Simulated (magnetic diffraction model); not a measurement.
**Which magnetic order? TbS6Br3**

Space group P2/c (no. 13), a = 6.7900 Å, b = 7.1430 Å, c = 12.5580 Å, β = 109.00°.

| site | atom | x | y | z |
| --- | --- | --- | --- | --- |
| 2f | Tb | 1/2 | 0.3147 | 3/4 |
| 4g | Br | 0.3147 | 0.7878 | 0.5486 |
| 2e | Br | 0 | 0.9144 | 3/4 |
| 4g | S | 0.2584 | 0.5785 | 0.6363 |
| 4g | S | 0.5629 | 0.2851 | 0.5633 |
| 4g | S | 0.1869 | 0.0843 | 0.6940 |

The compound is invented for this exercise: a known structure type with other elements, its cell scaled to their sizes and not relaxed.

Only Tb is taken to order (form factors of Tb3+); orders and moment sizes are assumed, and not adapted to the symmetry. Radiation: neutrons of λ = 2.52 Å, 2° to 45°; isotropic B of 0.32 Å² (Tb), 0.43 Å² (Br) and 0.62 Å² (S). Simulated constant-wavelength pattern: nuclear and magnetic terms add, the magnetic one as |2.695 fm × Σ f S⊥ exp(2πi Q·r) exp(−B s²)|², summed over all Q at one angle with the factor 1/(sin²θ cos θ). For a modulated order the moment at position r is S exp(−2πi k·r) + c.c., with S = m/2 for a sine wave of amplitude m and S = m(u + iv)/2 for moments turning in a plane, u and v being orthogonal unit vectors in it; the phase factor of the sum at Q = H + k is then exp(2πi H·r). Free-ion form factors, Sears's scattering lengths of 1992, no absorption; a label names one of the reflections at its angle. The strongest nuclear line in the range is 100, and lines under 0.2 are left out.

Above the ordering temperature:

```csv
2θ (°),index,I
20.32,(0 1 0),5.9
22.64,(1 0 0),18.2
23.76,(0 1 1),1.8
24.51,(0 0 2),3.2
27.49,(1 0 -2),4.3
30.08,(1 1 -1),5.7
30.60,(1 1 0),27.4
32.04,(0 1 2),3.8
34.42,(1 1 -2),20.6
35.80,(1 1 1),100.0
38.86,(1 0 2),42.2
41.32,(0 2 0),11.6
42.32,(1 1 -3),39.0
42.69,(0 1 3),16.8
43.23,(0 2 1),4.4
44.24,(1 1 2),13.1
44.74,(2 0 -2),14.9
```

Below it (cell unchanged):

```tsv
2θ (°)	I
10.15	87.1
14.22	44.0
20.32	5.9
20.42	35.5
21.58	0.3
22.49	1.6
22.64	18.2
22.76	5.3
23.76	1.8
24.51	3.2
24.89	4.4
27.49	4.3
27.78	4.5
29.81	1.4
30.08	5.7
30.16	7.8
30.45	15.5
30.49	1.4
30.60	27.4
30.61	4.6
31.18	7.7
32.04	3.8
33.41	7.4
33.69	12.5
34.42	20.6
34.66	1.3
34.99	6.8
35.01	4.2
35.53	7.0
35.80	100.0
37.02	1.2
38.46	3.8
38.86	42.2
39.27	5.3
40.80	1.5
40.82	1.1
```
(The table stops after 36 lines; 12 more lie at higher angle.)

**Question.** Find the propagation vector, then choose among these models:
A. a sine wave with moments along [100] (amplitudes given), 6.9 μB on Tb; signs + at (1/2, 0.3147, 3/4), − at (1/2, 0.6853, 1/4)
B. moments turning in the plane of [010] and [001], 6.9 μB on Tb; signs + at (1/2, 0.3147, 3/4), − at (1/2, 0.6853, 1/4)
C. a sine wave with moments along [001] (amplitudes given), 6.9 μB on Tb; signs + at (1/2, 0.3147, 3/4), − at (1/2, 0.6853, 1/4)
D. a sine wave with moments along [010] (amplitudes given), 6.9 μB on Tb; signs + at (1/2, 0.3147, 3/4), − at (1/2, 0.6853, 1/4)

The new lines index as (0 0 5/6) at 10.15°, (0 0 7/6) at 14.22°, (0 1 1/6) at 20.42° and (1 0 -5/6) at 21.58°, that is as H ± k with k = (0 0 1/6). Satellites come in pairs about each point of the reciprocal lattice.

Magnetic intensity, observed (below minus above) and for each model:

| 2θ (°) | index | observed | A | B | C | D |
| --- | --- | --- | --- | --- | --- | --- |
| 10.15 | (0 0 5/6) | 87.1 | 87.1 | 96.3 | 9.2 | 87.1 |
| 14.22 | (0 0 7/6) | 44.0 | 44.0 | 48.7 | 4.7 | 44.0 |
| 20.42 | (0 1 1/6) | 35.5 | 35.5 | 35.6 | 35.2 | 0.3 |
| 21.58 | (1 0 -5/6) | 0.3 | 0.3 | 33.9 | 15.1 | 18.8 |
| 22.49 | (1 0 -7/6) | 1.6 | 1.6 | 28.3 | 11.0 | 17.3 |
| 27.78 | (1 0 5/6) | 4.5 | 4.5 | 20.9 | 9.8 | 11.1 |
| 30.16 | (1 1 -1/6) | 7.8 | 7.8 | 24.3 | 15.7 | 8.5 |
| 31.18 | (1 1 1/6) | 7.7 | 7.7 | 23.1 | 14.7 | 8.4 |

Model A matches.

The structure used: k = (0 0 1/6), a sine wave with moments along [100] (amplitudes given), 6.9 μB on Tb; signs + at (1/2, 0.3147, 3/4), − at (1/2, 0.6853, 1/4).

[Logs are printed without paths, hosts, clocks, repeated set-up lines and the standing remarks that a program may print on its own settings, such as how far it seeks lower states.]
